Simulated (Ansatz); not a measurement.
# What SrAlH3 (Pm-3m) distorts into

Wanted: the energy along a soft mode of SrAlH3 (Pm-3m) and the structure at the end.

Method: DFT PBEsol, scalar-relativistic, plane waves, PAW; PAW set soft_1, in Ansatz 0.2.0.

This is a report of a sequence of runs, with the program logs left out and the cost of each run kept.

## Step 1: The structure

The structure is cubic, space group Pm-3m (No. 221). Conventional cell: a = 4.496 Å, b = 4.496 Å, c = 4.496 Å, α = 90.00°, β = 90.00°, γ = 90.00°. Nearest to Sr lie 6 H at 2.25 Å. Nearest to Al lie 12 H at 3.18 Å. Nearest to H lie 2 Sr at 2.25 Å. Farther neighbours, and contacts between anions beyond the nearest, are not listed.

As a file:

```cif
data_structure
_symmetry_space_group_name_H-M 'Pm-3m'
_symmetry_Int_Tables_number 221
_cell_length_a 4.4956
_cell_length_b 4.4956
_cell_length_c 4.4956
_cell_angle_alpha 90.000
_cell_angle_beta 90.000
_cell_angle_gamma 90.000
_cell_volume 90.86
loop_
_atom_site_label
_atom_site_type_symbol
_atom_site_symmetry_multiplicity
_atom_site_Wyckoff_symbol
_atom_site_fract_x
_atom_site_fract_y
_atom_site_fract_z
_atom_site_occupancy
Sr1 Sr 1 b 0.50000 0.50000 0.50000 1
Al1 Al 1 a 0.00000 0.00000 0.00000 1
H1 H 3 c 0.00000 0.50000 0.50000 1
```

## Step 2: Phonons on a q mesh

Stability and thermal properties need the whole zone. Linear response on a 4×4×4 q mesh gives force constants as far as a supercell of that size would.

input.yaml

```yaml
crystal:
  lattice:
    - [4.4956135358, 0.0, 0.0]
    - [0.0, 4.4956135358, 0.0]
    - [0.0, 0.0, 4.4956135358]
  atoms:
    - { symbol: Sr, position: [0.5, 0.5, 0.5] }
    - { symbol: Al, position: [0.0, 0.0, 0.0] }
    - { symbol: H, position: [0.0, 0.5, 0.5] }
    - { symbol: H, position: [0.5, 0.5, 0.0] }
    - { symbol: H, position: [0.5, 0.0, 0.5] }
kpoints:
  mp_grid: { grid: [8, 8, 8] }
hamiltonian:
  xc: pbesol
  pseudopotentials: { kind: paw, azcp: { folder: soft_1 }, xc_functional: pbe }
scf:
  occupations: { method: methfessel_paxton, width: 0.2 }
output:
  eigenvalues: true
phonons:
  method: dfpt
  qmesh: [4, 4, 4]
  temperatures: { t_max: 1000, t_step: 50 }
  qpath:
    path:
      - [[0.0, 0.0, 0.0], [0.0, 0.5, 0.0], [0.5, 0.5, 0.0], [0.0, 0.0, 0.0], [0.5, 0.5, 0.5], [0.0, 0.5, 0.0]]
      - [[0.5, 0.5, 0.5], [0.5, 0.5, 0.0]]
    npoints: 10
```

Run with:

```console
ansatz run input.yaml --threads 4 --pin off --max-ram 10240MiB --backend cpu --events-out ev --progress --plain --runs-dir out
```

The job ended after 5.7 min (4 threads of Arm Neoverse V1, shared host; peak memory 1.4 GiB).

This step gave:

```yaml
volume_per_atom: 18.17 Å³
gap_on_the_k_mesh: 0 eV
sum_rule_residual_before_enforcement: 1.64e-4 eV/Å²
lowest_frequency_on_the_path: -742.3 cm⁻¹
point_group: m-3m
highest_frequency_on_path_mesh_or_solved_points: 1451 cm⁻¹
highest_optical_mode_at_the_zone_centre_no_lo_to_term: 1383 cm⁻¹
lowest_optical_zone_centre_mode: -604.0 cm⁻¹
lowest_mode_on_the_q_mesh_acoustic_modes_at_gamma_apart: -742.4 cm⁻¹
```

Frequencies (cm⁻¹) solved at each irreducible wavevector; negative means imaginary. Frequencies by wavevector, by row:

| q in reciprocal lattice units | star | mode 1 | mode 2 | mode 3 | mode 4 | mode 13 | mode 14 | mode 15 |
| --- | --- | --- | --- | --- | --- | --- | --- | --- |
| 0 0 0 | 1 | -604 | -604 | -604 | -505 | 1383 | 1383 | 1383 |
| 0 0 0.25 | 6 | -533.2 | -533.2 | -487.6 | -470.6 | 1383 | 1383 | 1402 |
| 0 0 -0.5 | 3 | -469.5 | -469.5 | -461.5 | -428.7 | 1383 | 1383 | 1421 |
| 0 0.25 0.25 | 12 | -632.5 | -529.6 | -490.2 | -440 | 1383 | 1388 | 1416 |
| 0 0.25 -0.5 | 12 | -562.6 | -548.9 | -533.4 | -435.2 | 1383 | 1390 | 1429 |
| 0 -0.5 -0.5 | 3 | -742.4 | -742.4 | -565.4 | -392.4 | 1383 | 1395 | 1443 |
| 0.25 0.25 0.25 | 8 | -562.4 | -562.4 | -552 | -440.4 | 1388 | 1388 | 1424 |
| 0.25 0.25 -0.5 | 12 | -542.4 | -538.3 | -499.8 | -493.9 | 1388 | 1392 | 1436 |
| 0.25 -0.5 -0.5 | 6 | -602.4 | -602.4 | -550.3 | -453.7 | 1390 | 1397 | 1446 |
| -0.5 -0.5 -0.5 | 1 | -531.4 | -531.4 | -531.4 | -523.3 | 1400 | 1400 | 1451 |

Interpolated from a 4×4×4 q mesh. The phonon branches at the labelled points (cm⁻¹):

| point | branch 1 | branch 2 | branch 3 | branch 4 | branch 12 | branch 13 | branch 14 | branch 15 |
| --- | --- | --- | --- | --- | --- | --- | --- | --- |
| Γ | -604 | -604 | -604 | -505 | 102 | 1383 | 1383 | 1383 |
| halfway | -533 | -533 | -488 | -471 | 183 | 1383 | 1383 | 1402 |
| X | -470 | -470 | -462 | -429 | 299 | 1383 | 1383 | 1421 |
| halfway | -563 | -549 | -533 | -435 | 283 | 1383 | 1390 | 1429 |
| M | -742 | -742 | -565 | -392 | 300 | 1383 | 1395 | 1443 |
| halfway | -632 | -530 | -490 | -440 | 262 | 1383 | 1388 | 1416 |
| Γ | -604 | -604 | -604 | -505 | 102 | 1383 | 1383 | 1383 |
| halfway | -562 | -562 | -552 | -440 | 224 | 1388 | 1388 | 1424 |
| R | -531 | -531 | -531 | -523 | 158 | 1400 | 1400 | 1451 |
| halfway | -542 | -538 | -500 | -494 | 197 | 1388 | 1392 | 1436 |
| X | -470 | -470 | -462 | -429 | 299 | 1383 | 1383 | 1421 |
| jump to R | -531 | -531 | -531 | -523 | 158 | 1400 | 1400 | 1451 |
| halfway | -602 | -602 | -550 | -454 | 182 | 1390 | 1397 | 1446 |
| M | -742 | -742 | -565 | -392 | 300 | 1383 | 1395 | 1443 |

Symmetry leaves 10 wavevectors to solve. The lowest mode among them, the acoustic zeros apart, lies at q = (0, -0.5, -0.5) and is imaginary, 742.4i cm⁻¹, so the energy falls along it.

## Step 3: The mode frozen in, largest atomic shift 0 Å

The mode followed lies at q = (0, -0.5, -0.5) with frequency 742.3i cm⁻¹ and is 2-fold degenerate, the softest among the wavevectors solved. At small amplitude the pattern taken leaves space group no. 10 by a symmetry search on the positions. The undistorted cell that holds it gives the zero of energy on the same k mesh.

System of this step: SrAlH3. It takes space group Pm-3m (No. 221, cubic). Conventional cell: a = 4.496 Å, b = 4.496 Å, c = 4.496 Å, α = 90.00°, β = 90.00°, γ = 90.00°. Nearest to Sr lie 6 H at 2.25 Å. Nearest to Al lie 12 H at 3.18 Å. H has 2 Sr at 2.25 Å nearest. H has 2 Sr at 2.25 Å nearest. Farther neighbours, and contacts between anions beyond the nearest, are not listed.

input.yaml

```yaml
crystal:
  lattice:
    - [-4.4956135358, 0.0, 0.0]
    - [0.0, -4.4956135358, -4.4956135358]
    - [0.0, -4.4956135358, 4.4956135358]
  atoms:
    - { symbol: Sr, position: [0.5, 0.0, 0.5] }
    - { symbol: Sr, position: [0.5, 0.5, 0.0] }
    - { symbol: Al, position: [0.0, 0.5, 0.5] }
    - { symbol: Al, position: [0.0, 0.0, 0.0] }
    - { symbol: H, position: [0.0, 0.0, 0.5] }
    - { symbol: H, position: [0.0, 0.5, 0.0] }
    - { symbol: H, position: [0.5, 0.25, 0.25] }
    - { symbol: H, position: [0.5, 0.75, 0.75] }
    - { symbol: H, position: [0.5, 0.25, 0.75] }
    - { symbol: H, position: [0.5, 0.75, 0.25] }
kpoints:
  mp_grid: { grid: [8, 6, 6] }
hamiltonian:
  xc: pbesol
  pseudopotentials: { kind: paw, azcp: { folder: soft_1 }, xc_functional: pbe }
scf:
  occupations: { method: methfessel_paxton, width: 0.2 }
output:
  forces: true
  stress: true
  eigenvalues: true
```

Run time: 4.6 s. Hardware: 4 threads; peak memory 0.54 GiB.

Numbers from this step:

* pressure: 9.36e-4 GPa
* energy from the undistorted cell: 0 meV/atom

The run ends at a pressure of 0.00 GPa.

## Step 4: The mode frozen in, largest atomic shift 0.6 Å

The atoms are moved along the unstable eigenvector, the largest shift by 0.6 Å, with the cell fixed.

input.yaml, the sections that differ from step 3:

```yaml
crystal:
  lattice:
    - [-4.4956135358, 0.0, 0.0]
    - [0.0, -4.4956135358, -4.4956135358]
    - [0.0, -4.4956135358, 4.4956135358]
  atoms:
    - { symbol: Sr, position: [0.5, 0.0001677918, 0.4995462948] }
    - { symbol: Sr, position: [0.5, 0.4998322082, 0.0004537052] }
    - { symbol: Al, position: [0.0, 0.500837218, 0.5022638185] }
    - { symbol: Al, position: [0.0, -0.000837218, -0.0022638185] }
    - { symbol: H, position: [0.0, -0.0327346533, 0.5885137615] }
    - { symbol: H, position: [0.0, 0.5327346533, -0.0885137615] }
    - { symbol: H, position: [0.5, 0.25, 0.25] }
    - { symbol: H, position: [0.5, 0.75, 0.75] }
    - { symbol: H, position: [0.5, 0.25, 0.75] }
    - { symbol: H, position: [0.5, 0.75, 0.25] }
# kpoints, hamiltonian, scf, output: as in step 3
```

Elapsed: 9.3 s, on 4 threads; peak memory 0.67 GiB.

This step gave:

```
pressure                         : -1.159 GPa
energy from the undistorted cell : -40.45 meV/atom
```

The energy, extrapolated to zero smearing, is -40.45 meV/atom against the undistorted cell.

The run ends at a pressure of -1.16 GPa, with forces up to 0.82 eV/Å.

## Step 5: Energy along the mode, all amplitudes (two of the runs are shown above)

An imaginary frequency means negative curvature, so the energy should fall and then rise again as anharmonic terms take over.

This step gave:

```yaml
depth_at_the_lowest_point_sampled: 40.45 meV/atom
largest_atomic_shift_at_that_point: 0.6 Å
```

The energy from the parent by largest atomic shift:

| largest atomic shift (Å) | energy from the parent (meV/atom) |
| --- | --- |
| 0.000 | 0 |
| 0.040 | -0.338 |
| 0.080 | -1.30 |
| 0.140 | -3.66 |
| 0.220 | -8.13 |
| 0.320 | -15.3 |
| 0.450 | -26.4 |
| 0.600 | -40.5 |

Displacement at unit largest shift by atom:

| atom | x (Å) | y (Å) | z (Å) | size |
| --- | --- | --- | --- | --- |
| Sr1 | 0.000 | 0.002 | -0.005 | 0.005 |
| Sr2 | 0.000 | -0.002 | 0.005 | 0.005 |
| Al3 | 0.000 | -0.023 | 0.011 | 0.025 |
| Al4 | 0.000 | 0.023 | -0.011 | 0.025 |
| H5 | 0.000 | -0.418 | 0.908 | 1.000 |
| H6 | 0.000 | 0.418 | -0.908 | 1.000 |
| H7 | 0.000 | 0.000 | 0.000 | 0.000 |
| H8 | 0.000 | 0.000 | 0.000 | 0.000 |
| H9 | 0.000 | 0.000 | 0.000 | 0.000 |
| H10 | 0.000 | 0.000 | 0.000 | 0.000 |

The energy still falls at the last step, so the rise lies beyond the steps tried.

## Step 6: Relaxing from the distorted cell

Starting from the lowest point found, all atoms and the cell are let go, so that strain and other modes of the same symmetry can join in.

input.yaml, as its differences from that of step 4:

```diff
@@ -27 +27,6 @@
   eigenvalues: true
+relax:
+  adjacent_minimum: "off"
+  f_tol: 0.002
+  max_steps: 120
+  cell: { stress_tol: 0.03 }
```

It took 3.3 min on 4 threads; peak memory 0.73 GiB; 13 min of CPU time.

Step by step (22 of 24):

| step | energy less that of the first step (eV) | largest force component (eV/Å) | pressure (GPa) | volume (Å³) |
| --- | --- | --- | --- | --- |
| 1 | 0.0000 | 0.7497 | -1.16 | 181.72 |
| 2 | -0.4868 | 0.7525 | -0.97 | 178.34 |
| 3 | -1.0487 | 0.7180 | -1.25 | 176.65 |
| 4 | -1.4717 | 0.3085 | -0.57 | 172.66 |
| 5 | -1.7307 | 0.4431 | -0.43 | 168.19 |
| 6 | -1.8785 | 0.3415 | 0.09 | 164.47 |
| 8 | -1.9595 | 0.1856 | -0.36 | 161.36 |
| 9 | -2.0197 | 0.2075 | 0.84 | 154.92 |
| 10 | -2.1129 | 0.2749 | 1.44 | 151.71 |
| 11 | -2.2502 | 0.1516 | 0.97 | 153.87 |
| 12 | -2.3308 | 0.1414 | 0.59 | 154.92 |
| 13 | -2.2632 | 0.4965 | 1.09 | 153.41 |
| 14 | -2.3502 | 0.1228 | -0.01 | 156.69 |
| 15 | -2.2979 | 0.5030 | -0.90 | 161.49 |
| 16 | -2.3569 | 0.0323 | 0.00 | 156.59 |
| 17 | -2.3568 | 0.0315 | 0.01 | 156.83 |
| 19 | -2.3571 | 0.0003 | 0.00 | 156.71 |
| 20* | -2.3819 | 0.0039 | 0.10 | 156.71 |
| 21 | -2.3830 | 0.0202 | 0.05 | 156.13 |
| 22 | -2.3834 | 0.0047 | 0.01 | 156.65 |
| 23 | -2.3834 | 0.0019 | 0.00 | 156.71 |
| 24* | -2.3834 | 0.0019 | 0.00 | 156.71 |

Relaxation steps marked * repeat the geometry before them on a plane-wave basis chosen anew for their cell, so energy and pressure can jump there. Other such steps can lie between the rows shown. Relaxation steps 13, 15 were tried and not accepted.

The run keeps the 4 symmetry operations that the program found, so distortions that break them were not tested.

| cell as run | before | after | change |
| --- | --- | --- | --- |
| a (Å) | 4.496 | 3.777 | -16.0 % |
| b (Å) | 6.358 | 5.209 | -18.1 % |
| c (Å) | 6.358 | 7.973 | +25.4 % |
| α (°) | 90.00 | 92.54 | +2.8 % |
| volume (Å³/atom) | 18.17 | 15.67 | -13.8 % |

The atoms that moved most (Å, as changes of fractional coordinates times the final cell):

| atom | dx | dy | dz | length |
| --- | --- | --- | --- | --- |
| Al3 | 0.000 | -0.892 | 0.939 | 1.295 |
| Al4 | 0.000 | 0.892 | -0.939 | 1.295 |
| H6 | 0.000 | -0.132 | -0.591 | 0.605 |
| H5 | 0.000 | 0.132 | 0.591 | 0.605 |
| Sr1 | 0.000 | 0.086 | -0.254 | 0.268 |
| Sr2 | 0.000 | -0.086 | 0.254 | 0.268 |

Read from the output:

- pressure: -9.63e-4 GPa
- volume per atom: 15.67 Å³

The distorted start has space group P2/m; the relaxation ends in P2/m.

## Step 7: The new phase in its own primitive cell

The relaxed structure is symmetrised, reduced to its primitive cell and relaxed tightly, as its phonons need.

input.yaml, the sections that differ from step 6:

```yaml
crystal:
  lattice:
    - [5.2089425943, 0.0, 0.0]
    - [0.0, 3.7769341944, 0.0]
    - [-0.3533050906, 0.0, 7.9653731393]
  atoms:
    - { symbol: Sr, position: [0.7721147688, 0.5, 0.2197812308] }
    - { symbol: Sr, position: [0.2278852312, 0.5, 0.7802187692] }
    - { symbol: Al, position: [0.2489213352, 0.0, 0.4146469736] }
    - { symbol: Al, position: [0.7510786648, 0.0, 0.5853530264] }
    - { symbol: H, position: [0.6201719306, 0.0, 0.3774857538] }
    - { symbol: H, position: [0.3798280694, 0.0, 0.6225142462] }
    - { symbol: H, position: [0.0, 0.5, 0.0] }
    - { symbol: H, position: [0.5, 0.5, 0.5] }
    - { symbol: H, position: [0.0, 0.5, 0.5] }
    - { symbol: H, position: [0.5, 0.5, 0.0] }
kpoints:
  mp_grid: { grid: [8, 10, 6] }
relax:
  adjacent_minimum: "off"
  f_tol: 0.001
  max_steps: 60
  cell: { stress_tol: 0.01 }
# hamiltonian, scf, output: as in step 6
```

Elapsed: 73 s, on 4 threads; peak memory 0.81 GiB; 4.8 min of CPU time.

Relaxation path:

| step | energy less that of the first step (eV) | largest force component (eV/Å) | pressure (GPa) | volume (Å³) |
| --- | --- | --- | --- | --- |
| 1 | 0.0000 | 0.0081 | 0.00 | 156.71 |
| 2 | 0.0000 | 0.0339 | -0.05 | 156.69 |
| 3 | -0.0002 | 0.0048 | -0.01 | 156.64 |
| 4 | -0.0003 | 0.0040 | -0.01 | 156.51 |
| 5 | -0.0003 | 0.0019 | 0.00 | 156.45 |
| 6 | -0.0003 | 0.0003 | 0.00 | 156.45 |
| 7* | -0.0002 | 0.0003 | 0.00 | 156.45 |

Relaxation steps marked * repeat the geometry before them on a plane-wave basis chosen anew for their cell, so energy and pressure can jump there. Relaxation step 2 was tried and not accepted.

The run keeps the 4 symmetry operations that the program found, so distortions that break them were not tested.

| cell as run | before | after | change |
| --- | --- | --- | --- |
| a (Å) | 5.209 | 5.200 | -0.2 % |
| b (Å) | 3.777 | 3.769 | -0.2 % |
| c (Å) | 7.973 | 7.990 | +0.2 % |
| β (°) | 92.54 | 92.51 | -0.0 % |
| volume (Å³/atom) | 15.67 | 15.64 | -0.2 % |

Final coordinates:

```cif
data_structure
_symmetry_space_group_name_H-M 'P 1'
_symmetry_Int_Tables_number 1
_cell_length_a 5.2005
_cell_length_b 3.7687
_cell_length_c 7.9901
_cell_angle_alpha 90.000
_cell_angle_beta 92.512
_cell_angle_gamma 90.000
_cell_volume 156.45
loop_
_atom_site_label
_atom_site_type_symbol
_atom_site_fract_x
_atom_site_fract_y
_atom_site_fract_z
_atom_site_occupancy
Sr1 Sr 0.77176 0.50000 0.21944 1
Sr2 Sr 0.22824 0.50000 0.78056 1
Al3 Al 0.24906 0.00000 0.41448 1
Al4 Al 0.75094 0.00000 0.58552 1
H5 H 0.62147 0.00000 0.37793 1
H6 H 0.37853 0.00000 0.62207 1
H7 H 0.00000 0.50000 0.00000 1
H8 H 0.50000 0.50000 0.50000 1
H9 H 0.00000 0.50000 0.50000 1
H10 H 0.50000 0.50000 0.00000 1
```

Read from the output:

* pressure: 1.10e-4 GPa
* volume per atom: 15.64 Å³

The largest force component left is 0.29 meV/Å and the pressure is 0.000 GPa, within the tolerances set. The cell now holds 15.64 Å³/atom.

## Step 8: Modes of the new phase, k-mesh 8×10×6

A relaxed structure may still be a saddle point, so its zone-centre modes are computed. No field response is asked, since the mesh shows no gap.

input.yaml, the sections that differ from step 7:

```yaml
crystal:
  lattice:
    - [5.2004587111, 0.0, 0.0008485675]
    - [0.0, 3.7686990814, 0.0]
    - [-0.351432051, 0.0, 7.9824037379]
  atoms:
    - { symbol: Sr, position: [0.7717553227, 0.5, 0.2194414537] }
    - { symbol: Sr, position: [0.2282446773, 0.5, 0.7805585463] }
    - { symbol: Al, position: [0.2490557554, 0.0, 0.4144840242] }
    - { symbol: Al, position: [0.7509442446, 0.0, 0.5855159758] }
    - { symbol: H, position: [0.6214731476, 0.0, 0.3779337923] }
    - { symbol: H, position: [0.3785268524, 0.0, 0.6220662077] }
    - { symbol: H, position: [0.0, 0.5, 0.0] }
    - { symbol: H, position: [0.5, 0.5, 0.5] }
    - { symbol: H, position: [0.0, 0.5, 0.5] }
    - { symbol: H, position: [0.5, 0.5, 0.0] }
output:
  eigenvalues: true
phonons:
  method: dfpt
# kpoints, hamiltonian, scf: as in step 7
# relax: removed
```

Elapsed: 4.6 min, on 4 threads; peak memory 2 GiB; 18 min of CPU time.

Numbers from this step:

```yaml
sum_rule_residual_before_enforcement: 2.45e-5 eV/Å²
point_group: 2/m
highest_optical_mode_at_the_zone_centre_no_lo_to_term: 1533 cm⁻¹
lowest_optical_zone_centre_mode: -648.5 cm⁻¹
```

Patterns of degenerate modes are one choice out of their space. The modes at Γ (shares of kinetic energy by element, %) (negative means imaginary):

| mode | frequency (cm⁻¹) | symmetry | Sr % | Al % | H % |
| --- | --- | --- | --- | --- | --- |
| 1 | -648.5 | Au | 0 | 0 | 100 |
| 2 | -586.6 | Bu | 0 | 4 | 96 |
| 3 | -519.8 | Au | 0 | 8 | 92 |
| 4 | -435.1 | Bu | 1 | 0 | 99 |
| 5 | -399.2 | Au | 3 | 9 | 88 |
| 6 | -370.2 | Au | 0 | 5 | 95 |
| 7 | -119.4 | Bg | 0 | 100 | 0 |
| 8 | 0.0 | acoustic | 74 | 23 | 3 |
| 9 | 0.0 | acoustic | 74 | 23 | 3 |
| 10 | 0.0 | acoustic | 74 | 23 | 3 |
| 11 | 71.4 | Bg | 99 | 0 | 0 |
| 12 | 99.2 | Ag | 98 | 2 | 0 |
| 13 | 127.2 | Bu | 24 | 70 | 6 |
| 14 | 163.6 | Ag | 58 | 41 | 0 |
| 15 | 170.2 | Bu | 24 | 72 | 4 |
| 16 | 183.4 | Ag | 43 | 56 | 1 |
| 17 | 224.3 | Au | 22 | 55 | 23 |
| 18 | 334.0 | Ag | 1 | 98 | 1 |
| 19 | 447.8 | Bu | 0 | 1 | 99 |
| 20 | 584.2 | Bu | 0 | 0 | 100 |
| 21 | 714.2 | Bu | 0 | 2 | 98 |
| 22 | 855.2 | Bu | 0 | 1 | 99 |
| 23 | 867.3 | Ag | 0 | 1 | 99 |
| 24 | 946.0 | Bu | 0 | 1 | 99 |
| 25 | 984.2 | Bg | 0 | 0 | 100 |
| 26 | 1068.0 | Au | 0 | 0 | 100 |
| 27 | 1255.7 | Bu | 0 | 2 | 98 |
| 28 | 1326.5 | Ag | 0 | 1 | 99 |
| 29 | 1426.5 | Bu | 0 | 0 | 100 |
| 30 | 1533.5 | Bu | 0 | 0 | 99 |

Displacements in mode 1 (-648.5 cm⁻¹), the largest set to 1:
```
Sr1  0.00  0.00  0.00
Sr2  0.00  0.00  0.00
Al3  0.00 -0.01  0.00
Al4  0.00 -0.01  0.00
H5   0.00  0.03  0.00
H6   0.00  0.03  0.00
H7   0.00 -0.94  0.00
H8   0.00  0.04  0.00
H9   0.00  0.16  0.00
H10  0.00  1.00  0.00
```

Displacements in mode 2 (-586.6 cm⁻¹), the largest set to 1:
```
Sr1  0.00  0.00  0.00
Sr2  0.00  0.00  0.00
Al3 -0.04  0.00 -0.01
Al4 -0.04  0.00 -0.01
H5   0.08  0.00 -0.03
H6   0.08  0.00 -0.03
H7   0.12  0.00  0.08
H8   1.00  0.00  0.62
H9   0.88  0.00 -0.28
H10  0.17  0.00 -0.15
```

Before it was imposed, the acoustic sum rule was missed by 2.4e-5 eV/Å². Small misses are needed for a sound result but don't prove that mesh and cutoff are converged. The lowest optical mode is imaginary, 648.5i cm⁻¹, so the energy falls along it.

## Step 9: What came out

- unstable mode of the parent: q = (0, -0.5, -0.5), 742i cm⁻¹
- depth at the lowest point sampled: 40.5 meV/atom
- largest atomic shift at that point: 0.6 Å
- space group reached: P2/m
- energy gained over the parent (first relaxation, on the mesh of the frozen mode): 279 meV/atom
- volume per atom, phase reached: 15.6 Å³
- lowest optical zone-centre mode, phase reached: -649 cm⁻¹
- highest optical mode at the zone centre (no LO-TO term), phase reached: 1533 cm⁻¹

**Reading.** Along this mode the structure falls into P2/m, 279 meV/atom below the parent. At the parent's cell the well is 40.45 meV/atom deep on the steps tried, with its lowest point at a shift of 0.6 Å. That is the last step tried, so the steps alone don't bracket the bottom of the well. Relaxing atoms and cell changes the gain by +238.39 meV/atom against the lowest step (energies at zero smearing). Most of the total comes from this relaxation. The new phase still has an imaginary mode at the zone centre of its cell, so it is a saddle point on the way to a lower structure. Of the 6 patterns followed from this parent, this one ends 238 meV/atom above the lowest, R3m. Each path keeps the symmetry of its pattern, so a lower phase may lie along a pattern not tried. With no gap, or one that is small against the smearing, the frequencies hang on the k mesh and the smearing, most of all near Kohn anomalies. The volume moved by more than a tenth on the k mesh of the start, so the energy gain is rough. The PAW files were made for PBE and serve the other functionals too. A phonon run warned that its eigensolver left some bands unconverged in a pass.

[Long decimals in the printed logs are rounded to 6 places.]

[Logs are printed without paths, hosts, clocks, repeated set-up lines and the standing remarks that a program may print on its own settings, such as how far it seeks lower states.]

[Hosts, paths, dates, database ids (printed as entryN), source tags and the programs' standing remarks are cut or masked in the printed files.]

[Where the starting crystal was built by hand or by swapping elements, it need not be the compound's stable phase.]
